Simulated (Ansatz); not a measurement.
# Heat carried by phonons in Al2O3 (Corundum, R-3c), part 2 of 3

How well does the lattice of Al2O3 (Corundum) conduct heat?

What experiment has found for this phase:
- thermal conductivity 30 W/m/K near room temperature (given in “Combining the AFLOW GIBBS and Elastic Libraries to efficiently and robustly screen thermo-mechanical properties of solids”, 2017, arXiv:1611.05714)

Ansatz 0.2.0; DFT r2SCAN, scalar-relativistic, plane waves, PAW; PAW set soft_1.

So far. Step 2 (A first coarse run): The start is under -0.37 GPa at this level and looks like an insulator or semiconductor on this mesh. Step 4 (Relaxing to small residual forces and stress): The residual pressure is -0.0034 GPa, small enough for phonons. The relaxed cell has a = 4.758, c = 12.992 Å (conventional setting).

## (5) A first try at the third-order batch

This batch did not finish: the script that drives the runs cut it off, as soon as it could not fit the time left for it.

The input, input.yaml:

```yaml
crystal:
  lattice:
    - [2.3788893861, 1.3734524274, 4.3307597401]
    - [-2.3788893861, 1.3734524274, 4.3307597401]
    - [0.0, -2.7469048548, 4.3307597401]
  atoms:
    - { symbol: Al, position: [0.3518435774, 0.3518435774, 0.3518435774] }
    - { symbol: Al, position: [0.1481564226, 0.1481564226, 0.1481564226] }
    - { symbol: Al, position: [0.6481564226, 0.6481564226, 0.6481564226] }
    - { symbol: Al, position: [0.8518435774, 0.8518435774, 0.8518435774] }
    - { symbol: O, position: [0.5563252306, 0.9436747694, 0.25] }
    - { symbol: O, position: [0.25, 0.5563252306, 0.9436747694] }
    - { symbol: O, position: [0.9436747694, 0.25, 0.5563252306] }
    - { symbol: O, position: [0.4436747694, 0.0563252306, 0.75] }
    - { symbol: O, position: [0.75, 0.4436747694, 0.0563252306] }
    - { symbol: O, position: [0.0563252306, 0.75, 0.4436747694] }
kpoints:
  mp_grid: { grid: [6, 6, 6] }
hamiltonian:
  xc: r2scan
  pseudopotentials: { kind: paw, azcp: { folder: soft_1 } }
scf:
  occupations: { method: fixed }
  lower_state_search: "off"
output:
  eigenvalues: true
phonons:
  method: fd
  dielectric: true
  supercell: [2, 2, 2]
  temperatures: { t_max: 1000, t_step: 50 }
  qpath:
    path:
      - [[0.0, 0.0, 0.0], [0.5, 0.0, 0.0], [0.5, 0.23371806, -0.23371806]]
      - [[0.76628194, 0.5, 0.23371806], [0.5, 0.5, 0.5], [0.0, 0.0, 0.0], [0.36685903, 0.0, -0.36685903]]
      - [[0.63314097, 0.36685903, 0.0], [0.5, 0.5, 0.0], [0.63314097, 0.63314097, 0.23371806], [0.5, 0.5, 0.5]]
    npoints: 10
  third_order: { supercell: [2, 2, 2], pair_cutoff: 3.465 }
  lattice_thermal_conductivity:
    qmesh: [13, 13, 13]
    temperatures: [100.0, 150.0, 200.0, 300.0, 400.0, 500.0, 600.0, 800.0]
    isotope_mass_variance: [{ species: Al, variance: 0.0 }, { species: O, variance: 3.359e-05 }]
    solution: relaxation_time
```

On the command line:

```
ansatz run input.yaml --threads 18 --pin off --max-ram 92160MiB --backend cuda --events-out ev --progress --plain --runs-dir out --max-vram 78GiB
```

Numbers of over 12 decimals in the logs are rounded to 6 here.

Output:

```text
Warning: phonons: the dynamical matrix that this run interpolates holds no multipole term above the dipole-dipole one, and a site of this crystal is no centre of inversion, so its interpolated transverse optical and acoustic branches and sound speeds can stay off near Gamma, and the density of states and the thermodynamics with them. What a run solves at a wave vector of phonons.qpoints, Gamma apart, where the deck admits one, is free of this, and under fd what a larger phonons.supercell samples
Warning: phonons.dielectric: true without phonons.rigid_motions: the static dielectric tensor ε⁰ will be withheld (ε∞, Z* and the rows of modes are given); for a crystal or a slab, whose only rigid motions are the translations, set phonons.rigid_motions: translations
Engine: ansatz 0.2.0, aarch64-unknown-linux-gnu
Pseudopotentials: kind: paw
Pseudopotential: Al, paw, valence charge 3, recommended cutoff 500 eV (meta_gga), soft_1/Al.paw.azcp
Pseudopotential: O, paw, valence charge 6, recommended cutoff 500 eV (meta_gga), soft_1/O.paw.azcp
Functional definition: r2SCAN
  parameter k0 = 0.174
  parameter k1 = 0.065
  parameter a1 = 4.9479
  exchange = r2scan_x(k0 = k0, k1 = k1, a1 = a1)
  correlation = r2scan_c
[...]
Crystal: 80 atoms, lattice volume = 679.193 Å³
Basis set: ecut = 500 eV, 17269 PW (Γ), exchange–correlation on 480×480×480 points (216 copies of the dense FFT grid, shifted against one another)
Bands: 272, of which v1, the nominal top of the filled ones, is band 192 counted from 1 (191 counted from 0)
Symmetry: 96 space group operations
k-points: 6 of 27
Non-local potential: Al, projectors of the file, l = 0: 2, l = 1: 2, l = 2: 1
Non-local potential: O, projectors of the file, l = 0: 2, l = 1: 2, l = 2: 1
PAW form: soft (Blöchl's): semilocal exchange-correlation on the pseudo side does not see the compensation charge
PAW frozen core: Al, regenerated for the run's functional (the file was generated under x = pbe(κ = 0.804, μ = 0.219515), c = pbe(β = 0.066725))
PAW frozen core: O, regenerated for the run's functional (the file was generated under x = pbe(κ = 0.804, μ = 0.219515), c = pbe(β = 0.066725))
PAW one-centre angular grid: Al, 302 points (default); XC on 160 Gauss nodes
PAW one-centre angular grid: O, 302 points (default); XC on 160 Gauss nodes
Initial density: handed on by an earlier stage of this run
Initial wavefunctions: those handed on with the density
[...]
Functional: x = r2scan, c = r2scan; τ floored in thin density (d = 2e-4 eV/Å³)
SCF iter   1: F=-44725.303359 eV  HF=-44725.303359 eV  |F-HF|=7.28e-12  |Δ(HF+E_count)|=         —  Δρ=6.25e-8  dr2=1.94e-11  dr2_τ=2.07e-12  ethr=1.00e-12  ⟨swp⟩=3.0  Hψ=3840  notcnv=0
preconditioner: auto → Resta (q_TF=auto, 2.481 Å⁻¹)  ε∞=3.2  [insulator: Δε(μ)=7.147 eV  Ē_g=18.936 eV  n_scr=174 (ndim 8)  ℏωp=27.9 eV  f_vac=0.000  ε∞_Penn≈3.2]
[...]
SCF 3 converged in 2 iterations: F = -5590.662899 eV  dr2 = 8.76e-12
[...]
NSCF: frozen V_eff on 1 k-points
[...]
NSCF: frozen V_eff on 1 k-points
[...]
NSCF: frozen V_eff on 1 k-points
[...]
NSCF: frozen V_eff on 1 k-points
[...]
NSCF: frozen V_eff on 1 k-points
[...]
DFPT response loops at Γ: preconditioner auto → none (the input reference at scf.mixing.eps_inf says where Resta's filter doesn't serve); β = 0.50; Broyden in place of MSR1
concurrent solve slots: 5 of 6 are kept, ahead of what memory takes: no pass of the eigensolver takes more rounds on 5
[...]
SCF 4 converged in 8 iterations: F = -44725.303292 eV  dr2 = 7.66e-13
[...]
concurrent solve slots: 5 of 6 are kept, ahead of what memory takes: no pass of the eigensolver takes more rounds on 5
[...]
SCF 5 converged in 4 iterations: F = -44725.303292 eV  dr2 = 3.25e-13
[...]
concurrent solve slots: 5 of 6 are kept, ahead of what memory takes: no pass of the eigensolver takes more rounds on 5
[...]
SCF 6 converged in 8 iterations: F = -44725.303304 eV  dr2 = 2.11e-13
[...]
concurrent solve slots: 5 of 6 are kept, ahead of what memory takes: no pass of the eigensolver takes more rounds on 5
[...]
SCF 7 converged in 8 iterations: F = -44725.303297 eV  dr2 = 2.31e-13
[...]
concurrent solve slots: 5 of 6 are kept, ahead of what memory takes: no pass of the eigensolver takes more rounds on 5
[...]
SCF 8 converged in 5 iterations: F = -44725.303297 eV  dr2 = 1.10e-12
[...]
eigensolver tolerance schedule: the retry pair's looser diagonalisation over-reported the residual by 629480.48 of it (diagonalisation noise at an unbounded share of the residual, at the tolerance the schedule requests for it); recorded, not acted on — ethr = c·dr2/N_el stays at c = 1.0e-1
[...]
concurrent solve slots: 5 of 6 are kept, ahead of what memory takes: no pass of the eigensolver takes more rounds on 5
[...]
concurrent solve slots: 5 of 6 are kept, ahead of what memory takes: no pass of the eigensolver takes more rounds on 5
[...]
concurrent solve slots: 5 of 6 are kept, ahead of what memory takes: no pass of the eigensolver takes more rounds on 5
[...]
SCF 12 converged in 7 iterations: F = -44725.300080 eV  dr2 = 6.25e-10
concurrent solve slots: 5 of 6 are kept, ahead of what memory takes: no pass of the eigensolver takes more rounds on 5
[...]
SCF 13 converged in 8 iterations: F = -44725.283226 eV  dr2 = 1.54e-10
[...]
concurrent solve slots: 5 of 6 are kept, ahead of what memory takes: no pass of the eigensolver takes more rounds on 5
[...]
SCF 14 converged in 8 iterations: F = -44725.283097 eV  dr2 = 1.56e-10
concurrent solve slots: 5 of 6 are kept, ahead of what memory takes: no pass of the eigensolver takes more rounds on 5
[...]
SCF 15 converged in 8 iterations: F = -44725.274891 eV  dr2 = 2.72e-10
```

The job ended after 49 s (1 × NVIDIA GB200 with 18 threads of Arm Neoverse V2, shared host; peak memory 3.4 GiB).

The run was cut off at its time limit.

## (6) Anharmonic force constants and conductivity

Pairs of atoms inside the cutoff are displaced in a supercell, the forces give the cubic constants, and these give the three-phonon rates of the Boltzmann equation.

input.yaml: that of step 5 with these lines changed.

```diff
@@ -37,3 +37,3 @@
     npoints: 10
-  third_order: { supercell: [2, 2, 2], pair_cutoff: 3.465 }
+  third_order: { supercell: [2, 2, 2], pair_cutoff: 2.827 }
   lattice_thermal_conductivity:
```

Output:

```text
[...]
Crystal: 80 atoms, lattice volume = 679.193 Å³
Basis set: ecut = 500 eV, 17269 PW (Γ), exchange–correlation on 480×480×480 points (216 copies of the dense FFT grid, shifted against one another)
Bands: 272, of which v1, the nominal top of the filled ones, is band 192 counted from 1 (191 counted from 0)
Symmetry: 96 space group operations
k-points: 6 of 27
[...]
SCF iter   1: F=-44725.303359 eV  HF=-44725.303359 eV  |F-HF|=7.28e-12  |Δ(HF+E_count)|=         —  Δρ=6.25e-8  dr2=1.94e-11  dr2_τ=2.07e-12  ethr=1.00e-12  ⟨swp⟩=3.0  Hψ=3840  notcnv=0
[...]
SCF iter   2: F=-44725.303359 eV  HF=-44725.303359 eV  |F-HF|=0.00e0  |Δ(HF+E_count)|=  7.28e-12  Δρ=3.73e-8  dr2=6.02e-12  dr2_τ=4.35e-13  ethr=1.00e-12  ⟨swp⟩=2.7  Hψ=2968  notcnv=0
SCF 1 converged in 2 iterations: F = -44725.303359 eV  dr2 = 6.02e-12
[...]
SCF iter   2: F=-44725.303359 eV  HF=-44725.303359 eV  |F-HF|=1.46e-11  |Δ(HF+E_count)|=  1.46e-11  Δρ=2.23e-8  dr2=2.15e-12  dr2_τ=1.48e-13  ethr=1.00e-12  ⟨swp⟩=3.0  Hψ=3588  notcnv=0
SCF 2 converged in 2 iterations: F = -44725.303359 eV  dr2 = 2.15e-12
[...]
Crystal: 10 atoms, lattice volume = 84.899 Å³
Basis set: ecut = 500 eV, 2169 PW (Γ), exchange–correlation on 160×160×160 points (64 copies of the dense FFT grid, shifted against one another)
Bands: 34, of which v1, the nominal top of the filled ones, is band 24 counted from 1 (23 counted from 0)
Symmetry: 12 space group operations
k-points: 68 of 216 (irreducible under 2 space group operations, time reversal used)
[...]
SCF 3 converged in 2 iterations: F = -5590.662899 eV  dr2 = 8.76e-12
[...]
441.38      2            41.2015
        448.97      2             0.0000
        538.21      1             0.0000
        572.28      2            80.0755
        578.66      2             0.0000
        583.71      1            23.5127
        605.26      1             0.0000
        635.58      2             5.3258
        646.96      1             0.0000
        700.17      1             0.0000
        753.12      2             0.0000
        758.37      1             0.0000
  optical modes at Γ + LO–TO along q̂ = [1.0000, 0.0000, 0.0000]:
      ω (cm⁻¹)  modes    IR ((D/Å)²/amu)
        308.21      1             0.0000
        381.08      2             0.0000
        386.31      1             1.3853
        388.47      1             0.0294
        400.48      1            40.6348
        420.16      1             0.0000
        433.77      2             0.0000
        441.38      1            20.6007
        448.97      2             0.0000
        482.41      1             0.7811
        538.21      1             0.0000
        572.28      1            40.0378
        578.66      2             0.0000
        583.71      1            23.5127
        605.26      1             0.0000
        631.72      1             0.1249
        635.58      1             2.6629
        646.96      1             0.0000
        700.17      1             0.0000
        753.12      2             0.0000
        758.37      1             0.0000
        907.00      1            63.7514
  optical modes at Γ + LO–TO along q̂ = [0.0000, 1.0000, 0.0000]:
      ω (cm⁻¹)  modes    IR ((D/Å)²/amu)
        308.21      1             0.0000
        381.08      2             0.0000
        386.31      1             1.3853
        388.47      1             0.0294
        400.48      1            40.6348
        420.16      1             0.0000
[...]
optical modes at Γ + LO–TO along q̂ = [0.0000, 0.0000, 1.0000]:
      ω (cm⁻¹)  modes    IR ((D/Å)²/amu)
[...]
448.97      2             0.0000
        509.36      1             1.8972
        538.21      1             0.0000
        572.28      2            80.0755
        578.66      2             0.0000
        605.26      1             0.0000
        635.58      2             5.3258
        646.96      1             0.0000
        700.17      1             0.0000
        753.12      2             0.0000
        758.37      1             0.0000
        878.84      1            62.2503
  density of states and harmonic sums: on the 16×16×16 q-mesh, interpolated from the force constants of a 2×2×2 supercell (with the dipole–dipole term)
  largest difference from the sums on the solved wave vectors: F 5.69e-2 eV, S 9.01e-5 and C_V 3.14e-5 eV/K
  zero-point energy: 0.935122 eV/cell   skipped modes (ω ≤ 0): 3   left out of the sums: 2.44e-5 of the cell's modes: C_V's classical limit lies that fraction below 3 k_B per atom; for a crystal, a wire or a layer, F and S can be off by more, and a phonons.interpolated_qmesh denser along its periods is the remedy for the sampling
--- Third-order force constants: 368 member SCFs in a 2×2×2 supercell (pair cutoff 2.827 Å, amplitude 0.03 Å, SCF threshold 1.00e-9 eV, Σ member SCF iterations 2941) ---
  symmetry images taken by strict's conditions (phonons.symmetry_images: auto; settled by no image being taken that strict refuses)
  754 force-constant blocks with the first atom in the home cell, fitted with 327 parameters over 19 symmetry orbits; no atom triplet left out
  sum-rule residual: 3.941e0 → 5.898e-14 eV/Å³; symmetrization residual: 1.012e-1 eV/Å³; largest sum-rule correction relative to its orbit: 1.592e-1, on the orbit of the block of home site 4 with site 4 of cell (0, 0, 0) and site 8 of cell (0, 0, 0), whose norm before the correction was 5.579e0 eV/Å³
--- Lattice thermal conductivity: 13×13×13 mesh (231 irreducible points), tetrahedron method ---
  three-phonon and isotope scattering only; four-phonon, boundary and, in a metal, phonon-electron scattering are left out
  each conductivity is what the modes' populations carry and what the coherences between them add
  conductivity (a third of the tensor's trace), W/(m K), in the relaxation-time approximation:
       T (K)   relaxation time
      100.00          450.2566
      150.00          141.3423
      200.00           76.7362
      300.00           40.2224
      400.00           28.0159
      500.00           21.8740
      600.00           18.1346
      800.00           13.7635
```

Elapsed: 22 min, on 1 × NVIDIA GB200 with 18 threads; peak memory 3.5 GiB; 3 h of CPU time.

Numbers from this step:

* lowest frequency on the path: 0 cm⁻¹
* zero-point energy: 0.9351 eV/cell
* point group: -3m
* highest frequency: 907 cm⁻¹
* Debye temperature from the second moment: 986 K
* κ at 300 K (relaxation time): 40.22 W/m/K
* dipole term: run
* mean free path at half of κ: 51.7 nm
* share of κ above the three lowest branches: 0.269
* third-order blocks: 754
* periodic aliases dropped: 0
* largest relative sum-rule correction: 0.1592
* displaced cells, third order: 368

LO-TO term included. Phonon branches along the path, in cm⁻¹:

```
    point  branch 1  branch 2  branch 3  branch 4  branch 27  branch 28  branch 29  branch 30
        Γ         0         0         0       308        753        753        758        905
  halfway       124       133       228       286        755        759        774        886
        L       234       234       249       249        759        759        833        833
  halfway       237       237       260       260        758        758        825        825
       B1       252       252       288       288        764        764        806        806
jump to B       252       252       288       288        764        764        806        806
  halfway       235       235       268       268        727        727        826        826
        Z       225       225       225       225        699        699        841        841
  halfway       122       122       213       312        740        740        797        869
        Γ         0         0         0       308        753        753        758        879
  halfway       142       166       268       278        752        759        777        880
        X       237       259       269       289        751        773        809        811
jump to Q       237       259       269       289        751        773        809        811
  halfway       228       259       284       305        752        771        784        815
        F       223       262       283       309        755        768        773        816
  halfway       229       265       277       311        746        768        784        815
       P1       238       267       273       300        737        766        802        813
  halfway       224       244       251       265        720        723        829        830
        Z       225       225       225       225        699        699        841        841
```

Lattice thermal conductivity against temperature:

```
temperature (K)  RTA xx (W/m/K)  RTA zz (W/m/K)
            100             410             531
            150             130             165
            200            70.8            88.7
            300            37.5            45.7
            400            26.3            31.4
            500            20.6            24.3
            600            17.2            20.1
            800            13.1            15.1
```

The modes has structure finer than the step of the table below, so its rows give means over 25 cm⁻¹, whole bins alone (the curve runs from -10 to 940 cm⁻¹). Peaks (cm⁻¹: height): Al 312.8: 0.0383, 420.4: 0.0362, 551.9: 0.0280, 814.9: 0.00748; O 414.4: 0.0471, 492.1: 0.0467, 677.4: 0.0554, 755.1: 0.0692.

Phonopy on the run's constants, 15x15x15 mesh, Gaussian sigma 6.8 cm⁻¹. Table of modes by wavenumber; means over each step; values in 1/cm⁻¹/cell:

```
wavenumber (cm⁻¹)       Al        O
               25   8.5e-5   7.1e-5
               50   3.2e-4   2.8e-4
               75   7.5e-4   6.4e-4
              100  0.00144  0.00119
              125  0.00234  0.00187
              150  0.00371  0.00281
              175  0.00561  0.00397
              200  0.00893  0.00576
              225   0.0159  0.00868
              250   0.0201  0.00969
              275   0.0302   0.0111
              300   0.0328   0.0111
              325   0.0317   0.0132
              350   0.0163   0.0123
              375   0.0248   0.0339
              400   0.0304   0.0432
              425   0.0344   0.0424
              450   0.0267   0.0335
              475   0.0208   0.0359
              500   0.0219   0.0409
              525   0.0248   0.0400
              550   0.0270   0.0412
              575   0.0200   0.0324
              600   0.0157   0.0299
              625   0.0111   0.0319
              650  0.00797   0.0345
              675  0.00794   0.0471
              700  0.00469   0.0221
              725  0.00111   0.0103
              750  0.00461   0.0495
              775  0.00413   0.0229
              800  0.00573   0.0168
              825  0.00673   0.0148
              850  0.00505  0.00839
              875  0.00325  0.00458
              900   9.2e-4  0.00117
              925   1.7e-5   2.0e-5
```

Distinct triplets, nearest first. Third order norms, by row:

```
   sites  side 1 (Å)  side 2 (Å)  side 3 (Å)  norm of the 27 components (eV/Å³)
Al-Al-Al           0           0           0                              78.17
   O-O-O           0           0           0                              86.28
 Al-Al-O           0        1.86        1.86                              62.27
  Al-O-O           0        1.86        1.86                              62.61
  Al-O-O           0        1.97        1.97                              34.34
 Al-O-Al           0        1.97        1.97                              33.85
  Al-O-O        1.97        1.97        2.52                              1.014
   O-O-O           0        2.52        2.52                              11.07
   O-O-O        2.52        2.52        2.52                              1.005
  Al-O-O        1.86        1.97        2.62                              0.839
   O-O-O           0        2.62        2.62                              8.603
 Al-O-Al        1.97        1.97        2.65                              1.563
Al-Al-Al           0        2.65        2.65                              12.79
  Al-O-O        1.86        1.97        2.72                              0.898
   O-O-O        2.52        2.62        2.72                              0.732
   O-O-O           0        2.72        2.72                                5.7
   O-O-O           0        2.72        2.72                              5.856
 Al-Al-O        1.86        1.97        2.79                              1.814
Al-Al-Al           0        2.79        2.79                              9.124
```

Born charge (rows field, columns displacement) (e), principal values of the symmetric part by kind of site:

```
atom  atoms with these values    low  middle   high   mean
 Al1                        4   2.95    2.97   2.97   2.97
  O5                        6  -2.23   -2.08  -1.62  -1.98
```

In full for Al1:

```
 2.97 -0.03  0.00
 0.03  2.97  0.00
 0.00  0.00  2.95
```

(Continued in part 3 of 3.)

[Logs are printed without paths, hosts, clocks, repeated set-up lines and the standing remarks that a program may print on its own settings, such as how far it seeks lower states.]

[Hosts, paths, dates, database ids (printed as entryN), source tags and the programs' standing remarks are cut or masked in the printed files.]

[A step with changed settings may run another functional than the one named; its input shows which.]
